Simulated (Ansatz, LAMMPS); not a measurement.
# Glassy 81SiO2-7Na2O-7CaO-4ZnO (mol %) (78 atoms): support functions against a reference

Wanted: errors and times of a linear-scaling basis for glassy 81SiO2-7Na2O-7CaO-4ZnO (mol %) (78 atoms). A setting counts as converged where the r.m.s. difference of forces stays under 1 % of the r.m.s. force.

Method: Kohn-Sham DFT, PBE, PAW (set soft_2), plane waves, in Ansatz 0.2.0.

**1. The structure**

The cell holds 78 atoms: 22 Si, 4 Na, 2 Ca, 1 Zn and 49 O. Cell: a = 10.303 Å, b = 10.303 Å, c = 10.303 Å, α = 90.0°, β = 90.0°, γ = 90.0°. 78 atoms (22 Si, 4 Na, 2 Ca, 1 Zn, 49 O) placed at random at 2.4 g/cm³, melted at 4000 K for 10 ps at fixed volume with the Morse and Coulomb pair potential with partial charges (Pedone, Malavasi, Menziani, Cormack and Segre, J. Phys. Chem. B 110, 11780 (2006)). Quenched from 4000 K to 300 K at 10 K/ps and fixed volume, held 10 ps at zero pressure.

Before any run, some limits are plain. The quench rate of 10 K/ps is orders of magnitude faster than experiment, which tends to freeze in extra defects. The starting topology of bonds comes from the classical model, and needn't be the one that DFT or experiment would give. Sampling is at Γ alone, for a cell whose shortest periodic width is 10 Å.

**2. The classical run that made the cell**

A classical potential supplies the starting structure, since it reaches far longer times than DFT.

This step: classical MD, Morse and Coulomb pair potential with partial charges (Pedone, Malavasi, Menziani, Cormack and Segre, J. Phys. Chem. B 110, 11780 (2006)) (LAMMPS 22 Jul 2025 - Update 4).

Input file in.lmp:

```
# melt-quench of Si22Na4Ca2Zn1O49
units metal
atom_style charge
boundary p p p
region box block 0 10.4215 0 10.4215 0 10.4215
create_box 5 box
mass 1 28.0850   # Si
mass 2 22.9898   # Na
mass 3 40.0780   # Ca
mass 4 65.3800   # Zn
mass 5 15.9990   # O
create_atoms 1 random 22 673603 NULL overlap 1.5 maxtry 2000
create_atoms 2 random 4 673610 NULL overlap 1.5 maxtry 2000
create_atoms 3 random 2 673617 NULL overlap 1.5 maxtry 2000
create_atoms 4 random 1 673624 NULL overlap 1.5 maxtry 2000
create_atoms 5 random 49 673631 NULL overlap 1.5 maxtry 2000
pair_style hybrid/overlay pedone 5.5 coul/long 8.0
pair_coeff * * coul/long
pair_coeff 1 5 pedone 0.340554 2.006700 2.100000 1   # Si-O
pair_coeff 2 5 pedone 0.023363 1.763867 3.006315 5   # Na-O
pair_coeff 3 5 pedone 0.030211 2.241334 2.923245 5   # Ca-O
pair_coeff 4 5 pedone 0.001221 3.150679 2.851850 1   # Zn-O
pair_coeff 5 5 pedone 0.042395 1.379316 3.618701 22   # O-O
set type 1 charge 2.4
set type 2 charge 0.6
set type 3 charge 1.2
set type 4 charge 1.2
set type 5 charge -1.2
kspace_style pppm 1.0e-4
neigh_modify delay 0 every 1 check yes
thermo_style custom step time temp pe press density
thermo_modify norm yes
timestep 0.002
thermo 100
# [... 15 lines left out ...]
fix md all nvt temp 4000 300 0.2
run 185000 post no
unfix md
thermo 1666
fix md all npt temp 300 300 0.2 iso 0 0 2
run 5000 post no
unfix md
write_dump all custom glass.dump id type xs ys zs modify sort id
```

On the command line:

```console
lmp -in in.lmp -log none -nocite
```

Standard output:

```text
LAMMPS (22 Jul 2025 - Update 4)
Created orthogonal box = (0 0 0) to (10.4215 10.4215 10.4215)
Created 22 atoms
Created 4 atoms
Created 2 atoms
Created 1 atoms
Created 49 atoms
PPPM initialization ...
  G vector (1/distance) = 0.38652042
  grid = 12 12 12
  estimated relative force accuracy = 4.8084622e-05
   Step          Time           Temp          PotEng         Press         Density
         0   0              0             -3.198265       473242.26      2.4050333
        92   0.184          0             -15.670923     -9474.6729      2.4050333
Loop time of 0.0298491 s on 1 MPI rank(s) for 92 steps with 78 atoms
Minimization stats:
[... 18 lines left out ...]
[... 1 line left out ...]
Loop time of 1.13726 s on 1 MPI rank(s) for 5000 steps with 78 atoms
   Step          Time           Temp          PotEng         Press         Density
[... 12 lines left out ...]
Loop time of 39.9748 s on 1 MPI rank(s) for 185000 steps with 78 atoms
   Step          Time           Temp          PotEng         Press         Density
[... 1 line left out ...]
    191590   383.18         319.15968     -15.874072      1661.4082      2.4278356
    193256   386.512        289.2296      -15.874632      641.698        2.4281378
    194922   389.844        264.83356     -15.86719      -3069.2305      2.4333005
    196000   392            329.19905     -15.866965      7912.8534      2.488791
Loop time of 1.55986 s on 1 MPI rank(s) for 5000 steps with 78 atoms
```

Wall time 43 s (1 thread of AMD EPYC 9R45, shared host); peak memory 0.07 GiB.

**3. Plane-wave single point**

The first run fixes the reference, at a cutoff of 420 eV.

Input file input.yaml:

```yaml
crystal:
  lattice:
    - [10.30326, 0.0, 0.0]
    - [0.0, 10.30326, 0.0]
    - [0.0, 0.0, 10.30326]
  atoms:
    - { symbol: Si, position: [0.87602, 0.57268, 0.70168] }
    - { symbol: Si, position: [0.52218, 0.58176, 0.45698] }
    - { symbol: Si, position: [0.58761, 0.10923, 0.38203] }
    - { symbol: Si, position: [0.26062, 0.68073, 0.56661] }
    - { symbol: Si, position: [0.97413, 0.17139, 0.61865] }
    - { symbol: Si, position: [0.77666, 0.85222, 0.79704] }
    - { symbol: Si, position: [0.45506, 0.68063, 0.17284] }
    - { symbol: Si, position: [0.32128, 0.97978, 0.93159] }
    - { symbol: Si, position: [0.2106, 0.80953, 0.29555] }
    - { symbol: Si, position: [0.3425, 0.46239, 0.007] }
    - { symbol: Si, position: [0.17333, 0.35553, 0.23375] }
    - { symbol: Si, position: [0.172, 0.38276, 0.5241] }
    - { symbol: Si, position: [0.97752, 0.28988, 0.00636] }
    - { symbol: Si, position: [0.03277, 0.02924, 0.86113] }
    - { symbol: Si, position: [0.77879, 0.95526, 0.52075] }
    - { symbol: Si, position: [0.45855, 0.23091, 0.83715] }
    - { symbol: Si, position: [0.67448, 0.87074, 0.07659] }
    - { symbol: Si, position: [0.45799, 0.31039, 0.55215] }
    - { symbol: Si, position: [0.93457, 0.71789, 0.17038] }
    - { symbol: Si, position: [0.13247, 0.4464, 0.8058] }
    - { symbol: Si, position: [0.31968, 0.07843, 0.22321] }
    - { symbol: Si, position: [0.82402, 0.66671, 0.43611] }
    - { symbol: Na, position: [0.89859, 0.32194, 0.34023] }
    - { symbol: Na, position: [0.76343, 0.56254, 0.97935] }
    - { symbol: Na, position: [0.27258, 0.99976, 0.5884] }
    - { symbol: Na, position: [0.46598, 0.69498, 0.7863] }
    - { symbol: Ca, position: [0.66031, 0.23271, 0.09065] }
    - { symbol: Ca, position: [0.13654, 0.71682, 0.89628] }
    - { symbol: Zn, position: [0.74658, 0.31506, 0.81325] }
    - { symbol: O, position: [0.88013, 0.24898, 0.6981] }
    - { symbol: O, position: [0.19593, 0.54044, 0.56186] }
    - { symbol: O, position: [0.25906, 0.21879, 0.22924] }
    - { symbol: O, position: [0.76669, 0.49504, 0.7729] }
    - { symbol: O, position: [0.16358, 0.95232, 0.91073] }
    - { symbol: O, position: [0.1476, 0.41632, 0.36493] }
    - { symbol: O, position: [0.87592, 0.63182, 0.29495] }
    - { symbol: O, position: [0.23244, 0.76129, 0.68719] }
    - { symbol: O, position: [0.63986, 0.01303, 0.08642] }
    - { symbol: O, position: [0.4827, 0.59649, 0.30865] }
    - { symbol: O, position: [0.57496, 0.77242, 0.14469] }
    - { symbol: O, position: [0.88686, 0.57367, 0.54529] }
    - { symbol: O, position: [0.45454, 0.32121, 0.70995] }
    - { symbol: O, position: [0.5346, 0.43512, 0.4994] }
    - { symbol: O, position: [0.45485, 0.09434, 0.29585] }
    - { symbol: O, position: [0.24784, 0.44982, 0.12999] }
    - { symbol: O, position: [0.97498, 0.64762, 0.04625] }
    - { symbol: O, position: [0.83014, 0.71983, 0.73557] }
    - { symbol: O, position: [0.60077, 0.21252, 0.87476] }
    - { symbol: O, position: [0.66271, 0.98934, 0.41867] }
    - { symbol: O, position: [0.52589, 0.1788, 0.5169] }
    - { symbol: O, position: [0.69895, 0.8211, 0.921] }
    - { symbol: O, position: [0.8541, 0.82147, 0.47324] }
    - { symbol: O, position: [0.66643, 0.65295, 0.46016] }
    - { symbol: O, position: [0.04543, 0.25895, 0.51662] }
    - { symbol: O, position: [0.06869, 0.78348, 0.2306] }
    - { symbol: O, position: [0.67671, 0.21782, 0.3139] }
    - { symbol: O, position: [0.01836, 0.54568, 0.76162] }
    - { symbol: O, position: [0.90628, 0.93531, 0.84676] }
    - { symbol: O, position: [0.88006, 0.06063, 0.5296] }
    - { symbol: O, position: [0.7166, 0.92562, 0.66566] }
    - { symbol: O, position: [0.31638, 0.74473, 0.20436] }
    - { symbol: O, position: [0.3837, 0.10211, 0.82986] }
    - { symbol: O, position: [0.44594, 0.56432, 0.05852] }
    - { symbol: O, position: [0.39018, 0.84691, 0.91797] }
    - { symbol: O, position: [0.25451, 0.96058, 0.30661] }
    - { symbol: O, position: [0.22437, 0.75516, 0.43931] }
    - { symbol: O, position: [0.81939, 0.82711, 0.13864] }
    - { symbol: O, position: [0.16829, 0.35215, 0.69463] }
    - { symbol: O, position: [0.05941, 0.08601, 0.71509] }
    - { symbol: O, position: [0.33018, 0.03114, 0.07862] }
    - { symbol: O, position: [0.03853, 0.29664, 0.15872] }
    - { symbol: O, position: [0.41606, 0.6452, 0.55322] }
    - { symbol: O, position: [0.08314, 0.37008, 0.92488] }
    - { symbol: O, position: [0.83714, 0.34745, 0.99428] }
    - { symbol: O, position: [0.99211, 0.14558, 0.96017] }
    - { symbol: O, position: [0.25893, 0.5216, 0.87869] }
    - { symbol: O, position: [0.31475, 0.3139, 0.49726] }
    - { symbol: O, position: [0.39244, 0.32685, 0.95132] }
kpoints:
  mp_grid: { grid: [1, 1, 1] }
hamiltonian:
  xc: pbe
scf:
  occupations: { method: fermi_dirac, width: 0.05 }
output:
  forces: true
  stress: true
  populations: true
  dos:
    method: { smearing: { sigma: 0.1 } }
    de: 0.1
    projected: { site_lists: { Ca: [Ca], Na: [Na], O: [O], Si: [Si], Zn: [Zn] } }
  eigenvalues: true
  write_density: true
  write_potential: true
  volumetric_format: npy
```

On the command line:

```console
ansatz run input.yaml --threads 4 --pin off --max-ram 8192MiB --backend cpu --events-out ev --progress --plain --runs-dir out
```

Standard output:

```text
Engine: ansatz 0.2.0, x86_64-unknown-linux-gnu
Pseudopotentials: kind: paw
Pseudopotential: Si, paw, valence charge 4, recommended cutoff 420 eV (normal), Si.paw.azcp
Pseudopotential: Na, paw, valence charge 9, recommended cutoff 420 eV (normal), Na.paw.azcp
Pseudopotential: Ca, paw, valence charge 10, recommended cutoff 420 eV (normal), Ca.paw.azcp
Pseudopotential: Zn, paw, valence charge 12, recommended cutoff 420 eV (normal), Zn.paw.azcp
Pseudopotential: O, paw, valence charge 6, recommended cutoff 420 eV (normal), O.paw.azcp
Functional definition: PBE
  parameter kappa = 0.804
  parameter beta = 0.066725
  exchange = pbe_x(kappa = kappa, mu = beta*pi^2/3)
  correlation = pbe_c(beta = beta)
Crystal: 78 atoms, lattice volume = 1093.765 Å³
Basis set: ecut = 420 eV, 21367 PW (Γ), exchange–correlation on 144×144×144 points (8 copies of the dense FFT grid, shifted against one another)
Bands: 303, of which v1, the nominal top of the filled ones, is band 225 counted from 1 (224 counted from 0)
Symmetry: 1 space group operations
Space group: P1 (ITA 1), of the structure as read, at distance tolerance 1.0e-4 Å
k-points: 1
Non-local potential: Si, projectors of the file, l = 0: 2, l = 1: 2, l = 2: 2
Non-local potential: Na, projectors of the file, l = 0: 3, l = 1: 2, l = 2: 1
Non-local potential: Ca, projectors of the file, l = 0: 3, l = 1: 2, l = 2: 2
Non-local potential: Zn, projectors of the file, l = 0: 2, l = 1: 2, l = 2: 3, l = 3: 1
Non-local potential: O, projectors of the file, l = 0: 2, l = 1: 2, l = 2: 1
PAW form: soft (Blöchl's): semilocal exchange-correlation on the pseudo side does not see the compensation charge
PAW one-centre angular grid: Si, 110 points (default); XC on 64 Gauss nodes
PAW one-centre angular grid: Na, 110 points (default); XC on 64 Gauss nodes
PAW one-centre angular grid: Ca, 110 points (default); XC on 64 Gauss nodes
PAW one-centre angular grid: Zn, 590 points (default); XC on 64 Gauss nodes
PAW one-centre angular grid: O, 110 points (default); XC on 64 Gauss nodes
Initial density: superposition of atomic densities (neutral atoms: chi_scale 0, normalization atom), corrected by the library's trained network
Initial wavefunctions: pseudopotential atomic-orbital guess
Functional: x = pbe(κ = 0.804, μ = 0.219515), c = pbe(β = 0.066725)
SCF iter   1: F=—  HF=-54769.056822 eV  |F-HF|=—  |Δ(HF+E_count)|=         —  Δρ=1.99e-3  dr2=6.37e-2  ethr=1.77e-3  ⟨swp⟩=7.0  Hψ=1557  notcnv=0  defer=55
preconditioner: auto → Resta (q_TF=auto, 2.353 Å⁻¹)  ε∞=3.0  [insulator: Δε(μ)=3.634 eV  Ē_g=16.685 eV  σ=0.050 eV  W_gap=1.00  n_scr=250 (ndim 8)  ℏωp=23.5 eV  f_vac=0.191  D(μ)=0.00/eV (n_scr^D=0)  ε∞_Penn≈3.0]
SCF iter   2: F=—  HF=-54769.056986 eV  |F-HF|=—  |Δ(HF+E_count)|=   1.64e-4  Δρ=1.04e-3  dr2=1.59e-2  ethr=1.42e-5  ⟨swp⟩=2.0  Hψ=491  notcnv=0  defer=68
SCF iter   3: F=—  HF=-54769.059240 eV  |F-HF|=—  |Δ(HF+E_count)|=   2.25e-3  Δρ=4.80e-4  dr2=4.14e-3  ethr=3.53e-6  ⟨swp⟩=2.0  Hψ=392  notcnv=0  defer=68
SCF iter   4: F=—  HF=-54769.059154 eV  |F-HF|=—  |Δ(HF+E_count)|=   8.58e-5  Δρ=1.53e-4  dr2=3.66e-4  ethr=9.19e-7  ⟨swp⟩=2.0  Hψ=389  notcnv=0  defer=68
SCF iter   5: F=—  HF=-54769.059264 eV  |F-HF|=—  |Δ(HF+E_count)|=   1.10e-4  Δρ=1.02e-4  dr2=1.00e-4  ethr=8.13e-8  ⟨swp⟩=2.0  Hψ=443  notcnv=0  defer=68
SCF iter   6: F=—  HF=-54769.059265 eV  |F-HF|=—  |Δ(HF+E_count)|=   9.04e-7  Δρ=2.92e-5  dr2=8.53e-6  ethr=2.23e-8  ⟨swp⟩=2.0  Hψ=424  notcnv=0  defer=68
SCF iter   7: F=—  HF=-54769.060859 eV  |F-HF|=—  |Δ(HF+E_count)|=   1.59e-3  Δρ=1.23e-5  dr2=1.50e-6  ethr=1.90e-9  ⟨swp⟩=2.0  Hψ=528  notcnv=0  defer=74
SCF iter   8: F=—  HF=-54769.060860 eV  |F-HF|=—  |Δ(HF+E_count)|=   8.41e-7  Δρ=7.24e-6  dr2=4.43e-7  ethr=3.33e-10  ⟨swp⟩=2.0  Hψ=389  notcnv=0  defer=74
SCF iter   9: F=-54769.060860 eV  HF=-54769.060860 eV  |F-HF|=9.37e-9  |Δ(HF+E_count)|=   1.35e-8  Δρ=1.95e-6  dr2=3.46e-8  ethr=2.22e-11  ⟨swp⟩=18.0  Hψ=2578  notcnv=0
SCF 1 converged in 9 iterations: F = -54769.060860 eV  dr2 = 3.46e-8
  greatest PAW one-centre occupation: 0.999 electrons in one spin orbital (limit 2), on the Na atom at site 23 (counted from 0), in its partial waves of l = 0
WARN: The input density's exchange-correlation potential varies sharply where the density is thin. Do not read a vacuum level from v_tot or v_xc, or from such a field of the output density. On a cell that repeats whose density bears no net charge and no dipole along the vacuum's axis use v_es (v_loc + v_h of the components); [...]
SCF converged after 9 iterations
Free energy (F): -54769.060860 eV
Harris-Foulkes:  -54769.060860 eV  (|F-HF|=9.37e-9)
Internal energy: -54769.060860 eV  (E = F + TS)
E sigma→0 (E₀):  -54769.060860 eV
Fermi energy:    5.081178 eV
--- Per-component energies (eV) ---
  E_band       = -2886.270083
  E_kinetic    = 10935.725324
  E_local      = -36132.493393  (includes V_loc(G=0)·N_el)
  E_nonlocal   = 4101.371283
  E_hartree    = 13534.856965
  E_xc         = -5444.691013
  E_vxc        = -6300.114585  (∫ρ·V_xc dr)
  E_paw        = -23683.330825  (= ΣΔE_a)
  E_vpaw       = -2560.602214  (= ΣTr[D̂ρ^β])
  E_aug_tail   = 0.125375  (compensation charges beyond the density's cutoff)
  E_ewald      = -18080.624576
  E_smearing   = -0.000000  (= −TS)
  E_closure    = -0.000000  (closes the sum)
  Σ components = -54769.060860   (vs F -54769.060860, Δ=0.00e0)
--- Forces (eV/Å), atoms counted from 1 ---
  atom   1  Si    -0.84652293     0.99903310    -0.13493331
  atom   2  Si     1.62719993     1.24696245    -0.26980921
  atom   3  Si    -2.38579058     6.25862230    -1.73573608
  atom   4  Si     0.54700168    -2.57321879    -0.82344163
  atom   5  Si    -2.01745938    -2.24022365    -1.80621172
  atom   6  Si     2.76253904     1.60089296    -3.21119841
  atom   7  Si    -0.33860114    -1.68145791     1.69697192
  atom   8  Si     1.65373432     0.98072736    -0.22281360
  atom   9  Si    -1.49233786     0.49424119    -0.26928538
  atom  10  Si    -2.18804013    -0.99336428    -0.70072217
  atom  11  Si     0.67441588    -3.64540565    -5.13167648
  atom  12  Si     0.25675762    -0.66059606     1.87144222
  atom  13  Si     2.32928244     1.30786956     1.75724429
  atom  14  Si    -1.63236835     0.74978903    -0.53873353
[...]
atom  77  O     -1.30382219    -0.56132601    -0.37928703
  atom  78  O      0.70964313    -0.41368909     0.70407207
  max |Σ_I F_I| component: 6.07e-5 eV/Å
--- Stress (GPa, compression-positive) ---
        4.684402      -1.668095      -0.899398
       -1.668094       7.362406       0.340544
       -0.899398       0.340544       5.749069
  P = ⅓ Tr σ = 5.9320 GPa (59.320 kbar)
--- Band table (eV) ---
  k-point 0: bands = ["-47.9676", "-47.1683", "-47.1371", "-46.9527", [... 287 levels ...], "12.9999", "13.0451", "13.0788", "13.1562", "13.1850", "13.2067", "13.2925", "13.3623", "13.3958", "13.4933", "13.5022", "13.5387"]
--- Löwdin populations: 78 sites ---
  site symbol       q [e]
     0     Si      2.2581
     1     Si      2.2195
     2     Si      2.2671
[...]
77      O      6.8098
  spilling = 0.012409 (of n_electrons = 450.000000)
```

The job ended after 6.1 s (4 threads of AMD EPYC 9R45, shared host; peak memory 1.4 GiB; 20 s of CPU time).

The program notes that the exchange-correlation potential is rough where the density is thin.

Numbers from this run:

- free energy: -54769.0609 eV
- free energy per atom: -702.1674 eV/atom
- SCF cycles: 9
- pressure: 5.932 GPa
- r.m.s. force component: 1.555 eV/Å
- longest force: 6.919 eV/Å
- Fermi energy: 5.081 eV
- gap (highest filled to lowest empty level): 3.534 eV
- spilling of the projection: 0.01241

The r.m.s. force component of 1.6 eV/Å and the pressure of 5.9 GPa set the scale for the differences below.

**4. Support functions low**

The cell is solved in localised support functions.

This step: Kohn-Sham DFT, PBE, PAW (set soft_2), localised support functions (low) (Ansatz 0.2.0).

input.yaml, the sections that differ from step 3:

```yaml
scf:
  occupations: { method: fermi_dirac, width: 0.05 }
  eigensolver: { kind: { support_functions: { accuracy: low } } }
  max_iter: 150
output:
  forces: true
  eigenvalues: true
# crystal, kpoints, hamiltonian: as in step 3
```

Standard output:

```text
Warning: scf.eigensolver.kind.support_functions: disabling space-group detection — the functions' gradient is summed over unrotated k-points, so no spatial operation reduces the k-mesh or symmetrises the density; time reversal is kept, so that k and −k are solved as one point where they differ and the mesh holds both, and exact exchange and, on two spinor components, a DFT+U term hold to it where the run has them: [...]
settings of this run that can trade accuracy for cost: scf.eigensolver.kind.support_functions; scf.eigensolver.kind.support_functions.accuracy: low [...]
[...]
Crystal: 78 atoms, lattice volume = 1093.765 Å³
Basis set: ecut = 420 eV, 21367 PW (Γ), exchange–correlation on 150×150×150 points (8 copies of the dense FFT grid, shifted against one another)
Bands: 270, of which v1, the nominal top of the filled ones, is band 225 counted from 1 (224 counted from 0)
Symmetry: 1 space group operations
k-points: 1
[...]
SCF iter   1: F=—  HF=-54766.235394 eV  |F-HF|=—  |Δ(HF+E_count)|=         —  Δρ=1.12e-1  dr2=1.42e2  ethr=1.00e-1
[...]
SCF iter  17: F=—  HF=-54769.427480 eV  |F-HF|=—  |Δ(HF+E_count)|=   6.80e-4  Δρ=1.19e-4  dr2=9.24e-5  ethr=4.37e-8  κ⁻¹=1.2e-5(r=7)
SCF iter  18: F=-54769.428157 eV  HF=-54769.428157 eV  |F-HF|=1.23e-7  |Δ(HF+E_count)|=   6.77e-4  Δρ=2.84e-6  dr2=1.04e-7  ethr=2.05e-8
SCF 1 converged in 18 iterations: F = -54769.441072 eV  dr2 = 1.04e-7
[...]
SCF converged after 18 iterations
Stability not checked: this state was not tested for a lower state beside it, because the mixer in use, unlike msr1, does not test its closes by its own steps (another_mixer; see scf.mixing.algorithm and scf.lower_state_search)
Free energy (F): -54769.441072 eV
[...]
Internal energy: -54769.441072 eV  (E = F + TS)
E sigma→0 (E₀):  -54769.441072 eV
Fermi energy:    5.081359 eV
[...]
Σ components = -54769.441072   (vs F -54769.441072, Δ=0.00e0)
--- Forces (eV/Å), atoms counted from 1 ---
  atom   1  Si    -0.84653294     0.99943848    -0.13467305
  atom   2  Si     1.62716372     1.24724215    -0.26926385
  atom   3  Si    -2.38599353     6.25889949    -1.73569725
  atom   4  Si     0.54684428    -2.57356653    -0.82328240
[...]
atom  78  O      0.70992175    -0.41377618     0.70438646
  max |Σ_I F_I| component: 2.79e-3 eV/Å
--- Band table (eV) ---
[...]
```

Elapsed: 63 s, on 4 threads; peak memory 3.4 GiB; 4.1 min of CPU time.

The program notes that the band table was not solved further than the SCF left it and it switched symmetry off.

Keys that differ from the reference: support_functions.accuracy = "low" and scf.max_iter = 150.

Forces differ from the reference by 0.63 meV/Å r.m.s., 0.041 % of their size, well within a tolerance of 1 %; the energy by -4.9 meV/atom. It took roughly 10 times the reference's time (one timing each, with unlike analyses asked), in 18 cycles against 9.

(Continued in part 2 of 2.)

[Long decimals in the printed logs are rounded to 6 places.]

[Logs are printed without paths, hosts, clocks, repeated set-up lines and the standing remarks that a program may print on its own settings, such as how far it seeks lower states.]

[Hosts, paths, dates, database ids (printed as entryN), source tags and the programs' standing remarks are cut or masked in the printed files.]
